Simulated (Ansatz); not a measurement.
# Na (Im-3m, 1 atom in the cell): converging a phonon calculation, part 3 of 3

Wanted: convergence of the phonons of Na (Im-3m, 1 atom in the cell) against cost.

Ansatz 0.2.0; DFT PBE, scalar-relativistic, plane waves, PAW.

So far. Step 6 (Another q mesh, k-mesh 18×18×18, q mesh 6×6×6): The mean frequency is 85.9 cm⁻¹, +0.0 cm⁻¹ against the base run, whose k mesh differs too. Step 12 (Another k mesh, k-mesh 24×24×24, q mesh 2×2×2): Against step 4 (now k-mesh 24×24×24), the highest frequency on the path or at a solved wavevector goes from 128 cm⁻¹ to 130 cm⁻¹ and the Debye temperature (second moment) goes from 167 K to 169 K. The relaxed cell has a = 4.196 Å (conventional setting).

The database entry behind the starting cell differs from later determinations by our own check (0.1 to 0.3 % short, probably kX units), so it need not match the best structure at ambient conditions.

## (16) Another cutoff, cutoff 290 eV, q mesh 2×2×2

The cutoff is set to 290 eV on a small fixed q mesh.

input.yaml

```yaml
crystal:
  lattice:
    - [-2.0977806123, 2.0977806123, 2.0977806123]
    - [2.0977806123, -2.0977806123, 2.0977806123]
    - [2.0977806123, 2.0977806123, -2.0977806123]
  atoms:
    - { symbol: Na, position: [0.0, 0.0, 0.0] }
kpoints:
  mp_grid: { grid: [16, 16, 16] }
hamiltonian:
  xc: pbe
scf:
  occupations: { method: methfessel_paxton, width: 0.2 }
output:
  eigenvalues: true
phonons:
  method: dfpt
  qmesh: [2, 2, 2]
  temperatures: { t_max: 1000, t_step: 50 }
  qpath:
    path:
      - [[0.0, 0.0, 0.0], [0.5, -0.5, 0.5], [0.0, 0.0, 0.5], [0.0, 0.0, 0.0], [0.25, 0.25, 0.25], [0.5, -0.5, 0.5]]
      - [[0.25, 0.25, 0.25], [0.0, 0.0, 0.5]]
    npoints: 10
basis:
  ecutwfc: 290
```

Command:

```sh
$ ansatz run input.yaml --threads 4 --pin off --max-ram 7168MiB --backend cpu --events-out ev --progress --plain --runs-dir out
```

Numbers of over 12 decimals in the logs are rounded to 6 here.

The program printed:

```text
[...]
Crystal: 1 atoms, lattice volume = 36.927 Å³
Basis set: ecut = 290 eV, 381 PW (Γ), exchange–correlation on 48×48×48 points (8 copies of the dense FFT grid, shifted against one another)
Bands: 9, of which v1, the nominal top of the filled ones, is band 5 counted from 1 (4 counted from 0)
Symmetry: 48 space group operations
k-points: 145 of 4096
[...]
SCF iter   1: F=—  HF=-1486.341418 eV  |F-HF|=—  |Δ(HF+E_count)|=         —  Δρ=3.18e-3  dr2=7.12e-4  ethr=1.77e-3  ⟨swp⟩=4.8  Hψ=7733  notcnv=0
[...]
SCF iter   7: F=-1486.340857 eV  HF=-1486.340857 eV  |F-HF|=9.09e-13  |Δ(HF+E_count)|=  2.77e-10  S|Δr|=    0.00e0  Δρ=1.46e-7  dr2=9.30e-12  ethr=1.00e-12  ⟨swp⟩=4.1  Hψ=5523  notcnv=0
SCF 1 converged in 7 iterations: F = -1486.340857 eV  dr2 = 9.30e-12
[...]
SCF converged after 7 iterations
[...]
Free energy (F): -1486.340857 eV
[...]
Internal energy: -1486.341008 eV  (E = F + TS)
E sigma→0 (E₀):  -1486.340895 eV
Entropy (-TS):   0.000151 eV (0.151 meV/atom)
Fermi energy:    1.753610 eV
[...]
--- Band table (eV; the first three rows and the last of 145) ---
[...]
ASR residual: 9.062e-5 → 0.000e0 eV/Å²; symmetrization residual: 1.482e-12 eV/Å²
  ASR residual per site (eV/Å²): 9.06e-5
  Γ frequencies (cm⁻¹): 0.00 0.00 0.00
--- Phonons (arbitrary-q DFPT): 3 irreducible q on the 2×2×2 mesh ---
[...]
interpolated dispersion: 62 rows × 3 modes
[...]
```

The job ended after 10 s (4 threads of Arm Neoverse V1, shared host; peak memory 0.66 GiB; 37 s of CPU time).

The run finished; it serves as a test, and its numbers are not taken as the result.

## (17) Another cutoff, cutoff 360 eV, q mesh 2×2×2

The cutoff is set to 360 eV on a small fixed q mesh.

Changes to input.yaml since step 16:

```diff
@@ -25,2 +25,2 @@
 basis:
-  ecutwfc: 290
+  ecutwfc: 360
```

The program printed:

```text
[...]
Crystal: 1 atoms, lattice volume = 36.927 Å³
Basis set: ecut = 360 eV, 603 PW (Γ), exchange–correlation on 48×48×48 points (8 copies of the dense FFT grid, shifted against one another)
Bands: 9, of which v1, the nominal top of the filled ones, is band 5 counted from 1 (4 counted from 0)
Symmetry: 48 space group operations
k-points: 145 of 4096
[...]
E sigma→0 (E₀):  -1486.415488 eV
Entropy (-TS):   0.000152 eV (0.152 meV/atom)
Fermi energy:    1.758648 eV
[...]
--- Band table (eV; the first three rows and the last of 145) ---
[...]
ASR residual: 1.010e-4 → 0.000e0 eV/Å²; symmetrization residual: 8.158e-13 eV/Å²
  ASR residual per site (eV/Å²): 1.01e-4
  Γ frequencies (cm⁻¹): 0.00 0.00 0.00
--- Phonons (arbitrary-q DFPT): 3 irreducible q on the 2×2×2 mesh ---
[...]
interpolated dispersion: 62 rows × 3 modes
[...]
[key lines of the parts left out:]
SCF converged after 8 iterations
Free energy (F): -1486.415450 eV
```

Run time: 11 s. Hardware: 4 threads; peak memory 0.77 GiB; 42 s of CPU time.

Frequencies (cm⁻¹) solved at each irreducible wavevector; negative means imaginary. Frequencies by wavevector, by row:

| q in reciprocal lattice units | star | mode 1 | mode 2 | mode 3 |
| --- | --- | --- | --- | --- |
| 0 0 0 | 1 | 0 | 0 | 0 |
| 0 0 -0.5 | 6 | 28.1 | 87.1 | 128.4 |
| -0.5 -0.5 -0.5 | 1 | 123.6 | 123.6 | 123.6 |

Against step 4 (now cutoff 360 eV), the highest frequency on the path or at a solved wavevector stays at 128 cm⁻¹.

## (18) Another cutoff, cutoff 550 eV, q mesh 2×2×2

The cutoff is set to 550 eV on a small fixed q mesh.

Changes to input.yaml since step 17:

```diff
@@ -25,2 +25,2 @@
 basis:
-  ecutwfc: 360
+  ecutwfc: 550
```

The program printed:

```text
[...]
Crystal: 1 atoms, lattice volume = 36.927 Å³
Basis set: ecut = 550 eV, 1061 PW (Γ), exchange–correlation on 60×60×60 points (8 copies of the dense FFT grid, shifted against one another)
Bands: 9, of which v1, the nominal top of the filled ones, is band 5 counted from 1 (4 counted from 0)
Symmetry: 48 space group operations
k-points: 145 of 4096
[...]
E sigma→0 (E₀):  -1486.417380 eV
Entropy (-TS):   0.000152 eV (0.152 meV/atom)
Fermi energy:    1.759078 eV
[...]
--- Band table (eV; the first three rows and the last of 145) ---
[...]
ASR residual: 1.666e-4 → 0.000e0 eV/Å²; symmetrization residual: 3.254e-13 eV/Å²
  ASR residual per site (eV/Å²): 1.67e-4
  Γ frequencies (cm⁻¹): 0.00 0.00 0.00
--- Phonons (arbitrary-q DFPT): 3 irreducible q on the 2×2×2 mesh ---
[...]
interpolated dispersion: 62 rows × 3 modes
[...]
[key lines of the parts left out:]
SCF converged after 7 iterations
Free energy (F): -1486.417342 eV
```

Run time: 22 s. Hardware: 4 threads; peak memory 1.2 GiB; 84 s of CPU time.

## (19) Outcome

* mean frequency, q mesh 2×2×2: 85.1 cm⁻¹
* mean frequency, q mesh 3×3×3: 85.8 cm⁻¹
* mean frequency, q mesh 6×6×6: 85.9 cm⁻¹
* lowest mode on the q mesh (acoustic modes at Γ apart), k-mesh 6×6×6: 28.3 cm⁻¹
* lowest mode on the q mesh (acoustic modes at Γ apart), k-mesh 8×8×8: 28.1 cm⁻¹
* lowest mode on the q mesh (acoustic modes at Γ apart), k-mesh 12×12×12: 28.0 cm⁻¹
* lowest mode on the q mesh (acoustic modes at Γ apart), k-mesh 16×16×16: 28.1 cm⁻¹
* lowest mode on the q mesh (acoustic modes at Γ apart), k-mesh 24×24×24: 28.0 cm⁻¹
* lowest mode on the q mesh (acoustic modes at Γ apart), cutoff 170 eV: -103 cm⁻¹
* lowest mode on the q mesh (acoustic modes at Γ apart), cutoff 230 eV: 39.8 cm⁻¹
* lowest mode on the q mesh (acoustic modes at Γ apart), cutoff 290 eV: 29.0 cm⁻¹
* lowest mode on the q mesh (acoustic modes at Γ apart), cutoff 360 eV: 28.1 cm⁻¹
* lowest mode on the q mesh (acoustic modes at Γ apart), cutoff 550 eV: 28.1 cm⁻¹

**Reading.** Over the whole q mesh series, coarse runs included, the mean frequency runs from 85.1 to 85.9 cm⁻¹; from 2×2×2 on it stays within 0.8 cm⁻¹ of the finest run (6×6×6), against a tolerance of 1.0. The k mesh changes along this series too, so part of the change is its. Over the whole k mesh series, coarse runs included, the lowest mode on the q mesh (acoustic modes at Γ apart) runs from 28.0 to 28.3 cm⁻¹; the two finest runs still differ by up to 1.5 cm⁻¹ in a solved mode, so convergence is not shown. Over the whole cutoff series, coarse runs included, the lowest mode on the q mesh (acoustic modes at Γ apart) runs from -102.8 to 39.8 cm⁻¹; from 290 eV on all solved modes stay within 0.9 cm⁻¹ of the finest run (550 eV), against a tolerance of 1.3. All runs share the cell relaxed at the base settings, which is not exactly at rest under another k mesh or cutoff. With no gap, or one that is small against the smearing, the frequencies hang on the k mesh and the smearing, most of all near Kohn anomalies. These are harmonic frequencies at zero temperature: anharmonic shifts, linewidths and thermal expansion are left out.

[Logs are printed without paths, hosts, clocks, repeated set-up lines and the standing remarks that a program may print on its own settings, such as how far it seeks lower states.]

[Hosts, paths, dates, database ids (printed as entryN), source tags and the programs' standing remarks are cut or masked in the printed files.]
